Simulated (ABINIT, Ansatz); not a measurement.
An input for Ansatz 0.2.0 (Ge2Sb2Te5 (P-3m1)):

```yaml
crystal:
  lattice:
    - [4.2940644248, 0.0, 0.0]
    - [-2.1470322124, 3.7187688774, 0.0]
    - [0.0, 0.0, 17.101346]
  atoms:
    - { symbol: Ge, position: [0.3333333333, 0.6666666667, 0.897105] }
    - { symbol: Ge, position: [0.6666666667, 0.3333333333, 0.102895] }
    - { symbol: Sb, position: [0.0, 0.0, 0.679932] }
    - { symbol: Sb, position: [0.0, 0.0, 0.320068] }
    - { symbol: Te, position: [0.0, 0.0, 0.0] }
    - { symbol: Te, position: [0.6666666667, 0.3333333333, 0.798458] }
    - { symbol: Te, position: [0.3333333333, 0.6666666667, 0.201542] }
    - { symbol: Te, position: [0.3333333333, 0.6666666667, 0.580108] }
    - { symbol: Te, position: [0.6666666667, 0.3333333333, 0.419892] }
kpoints:
  mp_grid: { grid: [3, 3, 1] }
hamiltonian:
  xc: pbe
  pseudopotentials: { kind: nc, accuracy: stringent }
scf:
  occupations: { method: fixed }
gw:
  n_empty_bands: 81
  ecut_chi: 114.29
  qp_bands: [v2, c2]
  qp_kpoints: [[0.0, 0.0, 0.0]]
  screening: { model: godby_needs }
  pair_densities: pseudo
  plasmon_pole_fit_frequency: 32.5625
basis:
  ecutwfc: 1523.84
```

```sh
ansatz run input.yaml --threads 4 --pin off --max-ram 14745MiB --backend cpu --events-out ev --progress --plain --runs-dir out
```

Q: Estimate wall time and host memory on 4 threads of Arm Neoverse V2, shared host.

It took 61 s; on shared hardware allow 30 s to 2 min. Peak host memory was 3.2 GiB. The sizes that set the cost: 37003 plane waves a state, 3 irreducible k points, 761 plane waves in the screening and 12 SCF cycles.

The screening grows as filled bands × empty bands × pairs of k points, times the square of the screening basis for the matrix.

[Paths, hosts, dates, memory and timing lines, banners, echoed tables and standing remarks are left out of the program output.]

[Logs are printed without paths, hosts, clocks, repeated set-up lines and the standing remarks that a program may print on its own settings, such as how far it seeks lower states.]

[Runs of the session that timed out or met a known fault of the program may be left out.]

[Hosts, paths, dates, database ids (printed as entryN), source tags and the programs' standing remarks are cut or masked in the printed files.]

[G0W0 gaps are taken among the corrected bands and points alone; a level outside them can change the order at an edge.]

[Where Ansatz stands beside ABINIT at settings called matched, ABINIT's density can come from a denser mesh and the files from another edition; pairs whose starting gaps differed by over 0.03 eV were left out, so agreement reads better than it is.]
